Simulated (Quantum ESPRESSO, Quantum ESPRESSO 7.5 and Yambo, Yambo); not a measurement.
## Quasiparticle gap of PtSe2 (1T monolayer) in Yambo

Aim: the G0W0 gap of PtSe2 (1T monolayer) on PBE, step by step.

Main program and level: Quantum ESPRESSO 7.5 and Yambo 5.3.0; PBE and many-body steps on it, plane waves.

**Experimental background.**

- Gap 1.9 ± 0.05 eV: quasiparticle gap from STS, domains aligned with graphene; scanning tunneling spectroscopy; 8.5 K; monolayer (MBE-grown monolayer on epitaxial bilayer graphene, twist angle near 0 deg) on bilayer graphene on SiC(0001) (“Angular dependence of the interlayer coupling at the interface between two dimensional materials 1T-PtSe2 and graphene”, 2023, arxiv:2311.08165).

- Gap 2 ± 0.1 eV: quasiparticle gap of the first layer from STS; scanning tunnelling spectroscopy; 77 K; monolayer (MBE-grown first layer on HOPG) on HOPG (“Precise Layer-Dependent Electronic Structure of MBE-Grown PtSe2”, 2021, arxiv:2105.03334).

- Gap 1.95 ± 0.05 eV: quasiparticle gap of 1 ML from STS, average over islands; scanning tunnelling spectroscopy; monolayer (MBE-grown monolayer islands on bilayer graphene) on bilayer graphene on SiC(0001) (“Atomic-layer controlled THz Spintronic emission from Epitaxially grown Two dimensional PtSe2/ferromagnet heterostructures”, 2023, arxiv:2305.06895).

Most raw output is cut from this account.

**1. The structure**

The cell holds 3 atoms: 1 Pt and 2 Se. Cell: a = 3.749 Å, b = 3.749 Å, c = 15.000 Å, α = 90.0°, β = 90.0°, γ = 120.0°. Vacuum lies along c.

The structure was relaxed with PBE. The runs that relaxed it are not among those shown. Spin-orbit coupling is left out unless a step names it.

**2. Ground state**

This step: Quantum ESPRESSO 7.5; DFT, PBE, plane waves, norm-conserving pseudopotentials.

The ground-state density comes first.

pw.in

```
&control
  calculation = 'scf'
  prefix = 'x'
  outdir = 'o'
  pseudo_dir = 'pseudo'
/
&system
  ibrav = 0
  nat = 3
  ntyp = 2
  ecutwfc = 104.0
  nbnd = 38
  force_symmorphic = .true.
/
&electrons
  conv_thr = 1e-10
  electron_maxstep = 80
  mixing_beta = 0.5
/
ATOMIC_SPECIES
  Pt 195.08 Pt.upf
  Se 78.971 Se.upf
CELL_PARAMETERS angstrom
  3.7489144268 -0.0000000002 0.0000000000
  -1.8744572132 3.2466551303 0.0000000000
  0.0000000000 0.0000000000 15.0000000000
ATOMIC_POSITIONS crystal
  Pt 0.0000000000 0.0000000000 0.5000000000
  Se 0.3333333333 0.6666666667 0.5871293917
  Se 0.6666666667 0.3333333333 0.4128706083
K_POINTS automatic
  9 9 1 0 0 0
```

Run with:

```sh
OMP_NUM_THREADS=1 mpirun -n 8 pw.x -nk 8 -in pw.in > pw.out
```

Elapsed: 37 s, on 8 MPI ranks of Arm Neoverse V1, shared host; peak memory 1.6 GiB; 4.9 min of CPU time.

Numbers from this step:

```
total energy               : -21963.9751 eV
gap                        : 1.392 eV
k of the valence top       : 0, 0, 0
k of the conduction bottom : 0, 0.2222, 0
least direct gap           : 1.508 eV
```

The gap is indirect, with the least direct gap 0.12 eV higher.

**3. Bands along the symmetry lines**

The cheap functional maps the bands first; the places of the edges decide which points the dearer methods must see.

pw.in

```
&control
  calculation = 'bands'
  prefix = 'x'
  outdir = 'o'
  pseudo_dir = 'pseudo'
/
&system
  ibrav = 0
  nat = 3
  ntyp = 2
  ecutwfc = 104.0
  nbnd = 39
  force_symmorphic = .true.
/
&electrons
  conv_thr = 1e-9
  electron_maxstep = 80
  diago_full_acc = .true.
  diago_thr_init = 5e-6
/
ATOMIC_SPECIES
  Pt 195.08 Pt.upf
  Se 78.971 Se.upf
CELL_PARAMETERS angstrom
  3.7489144268 -0.0000000002 0.0000000000
  -1.8744572132 3.2466551303 0.0000000000
  0.0000000000 0.0000000000 15.0000000000
ATOMIC_POSITIONS crystal
  Pt 0.0000000000 0.0000000000 0.5000000000
  Se 0.3333333333 0.6666666667 0.5871293917
  Se 0.6666666667 0.3333333333 0.4128706083
K_POINTS crystal
  25
  0.00000000 0.00000000 0.00000000 1
  0.06250000 0.00000000 0.00000000 1
  0.12500000 0.00000000 0.00000000 1
  0.18750000 0.00000000 0.00000000 1
  0.25000000 0.00000000 0.00000000 1
  0.31250000 0.00000000 0.00000000 1
  0.37500000 0.00000000 0.00000000 1
  0.43750000 0.00000000 0.00000000 1
  0.50000000 0.00000000 0.00000000 1
  0.47916667 0.04166667 0.00000000 1
  0.45833333 0.08333333 0.00000000 1
  0.43750000 0.12500000 0.00000000 1
  0.41666666 0.16666666 0.00000000 1
  0.39583333 0.20833333 0.00000000 1
  0.37500000 0.25000000 0.00000000 1
  0.35416666 0.29166666 0.00000000 1
  0.33333333 0.33333333 0.00000000 1
  0.29166666 0.29166666 0.00000000 1
  0.25000000 0.25000000 0.00000000 1
  0.20833333 0.20833333 0.00000000 1
  0.16666666 0.16666666 0.00000000 1
  0.12500000 0.12500000 0.00000000 1
  0.08333333 0.08333333 0.00000000 1
  0.04166667 0.04166667 0.00000000 1
  0.00000000 0.00000000 0.00000000 1
```

Wall time 18 s (8 MPI ranks); peak memory 1.5 GiB.

This step gave:

```
gap                        : 1.404 eV
k of the valence top       : 0.0417, 0.0417, 0
k of the conduction bottom : 0.25, 0, 0
least direct gap           : 1.584 eV
```

The gap is 1.404 eV, +0.012 eV from the run before at this level.

Electronic bands along the path, in eV, zero at the top of the highest filled band:

| point | band 30 | band 31 | band 32 | band 33 | band 34 | band 35 | band 36 | band 37 |
| --- | --- | --- | --- | --- | --- | --- | --- | --- |
| Γ | -1.18 | -0.55 | 0.00 | 0.00 | 2.95 | 2.95 | 4.34 | 5.28 |
| halfway | -2.15 | -0.56 | -0.35 | -0.18 | 1.40 | 2.56 | 5.44 | 5.67 |
| M | -2.22 | -1.90 | -1.79 | -1.34 | 2.39 | 2.71 | 4.72 | 6.22 |
| halfway | -2.28 | -2.21 | -1.16 | -0.93 | 1.97 | 2.24 | 5.47 | 7.29 |
| K | -2.44 | -2.15 | -0.93 | -0.93 | 1.82 | 1.82 | 6.10 | 8.15 |
| halfway | -2.18 | -0.83 | -0.67 | -0.01 | 1.79 | 1.84 | 5.87 | 6.22 |
| Γ | -1.18 | -0.55 | 0.00 | 0.00 | 2.95 | 2.95 | 4.34 | 5.28 |

**4. Empty states on the mesh, 6×6×1 mesh, 132 bands**

The sums over transitions need many empty states on a uniform mesh; this step solves for them.

pw.in

```
&control
  calculation = 'nscf'
  prefix = 'x'
  outdir = 'o'
  pseudo_dir = 'pseudo'
/
&system
  ibrav = 0
  nat = 3
  ntyp = 2
  ecutwfc = 104.0
  nbnd = 132
  force_symmorphic = .true.
/
&electrons
  conv_thr = 1e-9
  electron_maxstep = 80
  diago_full_acc = .true.
  diago_thr_init = 5e-6
/
ATOMIC_SPECIES
  Pt 195.08 Pt.upf
  Se 78.971 Se.upf
CELL_PARAMETERS angstrom
  3.7489144268 -0.0000000002 0.0000000000
  -1.8744572132 3.2466551303 0.0000000000
  0.0000000000 0.0000000000 15.0000000000
ATOMIC_POSITIONS crystal
  Pt 0.0000000000 0.0000000000 0.5000000000
  Se 0.3333333333 0.6666666667 0.5871293917
  Se 0.6666666667 0.3333333333 0.4128706083
K_POINTS automatic
  6 6 1 0 0 0
```

Run with:

```sh
OMP_NUM_THREADS=1 mpirun -n 8 pw.x -nk 4 -in pw.in > pw.out
```

Run time: 31 s. Hardware: 8 MPI ranks; peak memory 1.5 GiB.

This step gave:

| Property | Result |
| --- | --- |
| gap | 1.667 eV |
| k of the valence top | 0, 0, 0 |
| k of the conduction bottom | 0, 0.1667, 0 |
| least direct gap | 1.737 eV |
| k points computed | 7 |
| lowest point of the top converged band, above the valence top | 37.87 eV |

On this mesh the gap is 1.667 eV. The earlier step found 1.392 eV, so this mesh misses an edge.

**5. Conversion and set-up**

This step: Yambo 5.3.0; conversion and set-up on PBE, plane waves, norm-conserving pseudopotentials.

The states are converted to the many-body program's format and the q mesh is built.

Run with:

```sh
(cd o/x.save; p2y > p2y.log; mv SAVE ../..); yambo > setup.log
```

Elapsed: 4 s, on 1 MPI rank; peak memory 0.27 GiB.

**6. Screening and self-energy, 6×6×1 mesh, 132 bands, screening to 108.8 eV**

G0W0 replaces the xc potential by the self-energy, built once from these orbitals. Only a window of levels is corrected, while the sums run over the empty bands that the input names.

This step: G0W0 on PBE, plane waves, norm-conserving pseudopotentials.

gw1.in

```
HF_and_locXC
gw0
dyson
ppa
em1d
rim_cut
rim_w
RandQpts= 3000000
RandGvec= 100 RL
CUTGeo= "slab z"
RandGvecW= 9 RL
EXXRLvcs= 104 Ry
VXCRLvcs= 416 Ry
Chimod= "HARTREE"
% BndsRnXp
 1 | 132 |
%
NGsBlkXp= 8 Ry
% LongDrXp
 1 | 1 | 0 |
%
% GbndRnge
 1 | 132 |
%
DysSolver= "n"
ExtendOut
PPAPntXp= 27.21138 eV
% QPkrange
 1 | 1 | 32 | 35 |
 2 | 2 | 32 | 35 |
%
```

Run with:

```sh
OMP_NUM_THREADS=1 mpirun -n 8 yambo -F gw1.in -J gw1 -C gw1 > gw1.log
```

The job ended after 4.3 min (8 MPI ranks; peak memory 11 GiB).

This step gave:

- G0W0 gap on the points computed: 2.769 eV
- starting gap on the mesh: 1.667 eV
- k of the valence top: 0, 0, 0
- k of the conduction bottom: 0, 0.1667, 0
- least direct G0W0 gap on the computed points: 2.786 eV
- Z at the valence top: 0.7441
- Z at the conduction bottom: 0.7469

The gap on the mesh goes from 1.67 eV to 2.77 eV, a correction of +1.10 eV. The start differs from the 1.39 eV found before because the two sample other k points.

Limits: finite bands, cutoff and mesh; no spin polarisation; d states lean on the start; no spin-orbit coupling. v1 is the top filled band, c1 the lowest empty one. Levels before and after the correction, in eV, zero at the valence-band top of each column:

|  | conduction bottom | valence top |
| --- | --- | --- |
| Kohn-Sham | 1.67 | 0.00 |
| G0W0 | 2.77 | 0.00 |

|  | level | energy (eV) |
| --- | --- | --- |
| Kohn-Sham | Γ v2-v1 | 0.000 |
| Kohn-Sham | Γ c1-c2 | 2.957 |
| Kohn-Sham | (0 0.167 0) v2 | -0.130 |
| Kohn-Sham | (0 0.167 0) v1 | -0.070 |
| Kohn-Sham | (0 0.167 0) c1 | 1.667 |
| Kohn-Sham | (0 0.167 0) c2 | 2.650 |
| G0W0 | Γ v2-v1 | 0.000 |
| G0W0 | Γ c1-c2 | 4.260 |
| G0W0 | (0 0.167 0) v2 | -0.181 |
| G0W0 | (0 0.167 0) v1 | -0.016 |
| G0W0 | (0 0.167 0) c1 | 2.769 |
| G0W0 | (0 0.167 0) c2 | 3.913 |

**7. Where the time went**

Times are wall times on the hardware named with each run, good to a factor of about two.

| step | time | share | memory (GiB) |
| --- | --- | --- | --- |
| ground state | 37 s | 11 % | 1.6 |
| bands along the symmetry lines | 18 s | 5 % | 1.5 |
| empty states on the mesh | 31 s | 9 % | 1.5 |
| conversion and set-up | 4 s | 1 % | 0.27 |
| screening and self-energy | 4.3 min | 74 % | 11 |

**8. Outcome**

- PBE gap: 1.39 eV, indirect
- G0W0 gap on the mesh: 2.77 eV
- G0W0 gap over the zone (rigid shift): 2.49 eV
- GW settings: 6×6×1 mesh, 132 bands, screening to 108.8 eV, Godby-Needs plasmon pole
- known limits: not at the basis limit; no spin polarisation; d states lean on the start; no spin-orbit coupling

In words: G0W0 moves the gap on the mesh from 1.67 eV to 2.77 eV (+1.10 eV), with Z of 0.74 and 0.75 at the edges. The mesh misses the band edges by 0.27 eV in all; a rigid shift gives 2.49 eV for the zone. Only 2 of the mesh's irreducible points were corrected, so a valley elsewhere could overtake. The dearest step here is «screening and self-energy». Against experiment, by G0W0@PBE: the gap of 2.49 eV lies +0.59 eV from the measured 1.9 ± 0.05 eV (electronic, 8.5 K, on bilayer graphene on SiC(0001), 2023); the gap of 2.49 eV lies +0.49 eV from the measured 2 ± 0.1 eV (electronic, 77 K, on HOPG, 2021); the gap of 2.49 eV lies +0.54 eV from the measured 1.95 ± 0.05 eV (electronic, on bilayer graphene on SiC(0001), 2023). The computed sheet is free-standing; a substrate or cover screens it further and lowers both gap and binding, while the exciton line moves little. The calculation has static nuclei and no excitons; a measured gap holds zero-point and thermal motion, which mostly lowers it. With atoms this heavy the missing spin-orbit coupling can matter too. Bands and cutoff are finite, so the gap is not at the basis limit. The miss can reach some tenths of an eV and take either sign; the mesh is an error of its own. In the G0W0 run levels were corrected at 2 k points alone, so a gap called «on the mesh» is the least over those, and an edge elsewhere would be missed. A denser mesh or path gives a starting gap of 1.39 eV: the GW mesh misses a band edge, so its gaps are not the fundamental one. The runs have no spin polarisation. For a closed low-spin shell that is the natural state; where a d or f shell is open it is a constraint, and the gap is then not the crystal's own. With d states at the gap, one-shot GW leans hard on its start.

[Paths, hosts, dates, memory and timing lines, banners, echoed tables and standing remarks are left out of the program output.]

[Logs are printed without paths, hosts, clocks, repeated set-up lines and the standing remarks that a program may print on its own settings, such as how far it seeks lower states.]

[Runs of the session that timed out or met a known fault of the program may be left out.]

[Hosts, paths, dates, database ids (printed as entryN), source tags and the programs' standing remarks are cut or masked in the printed files.]
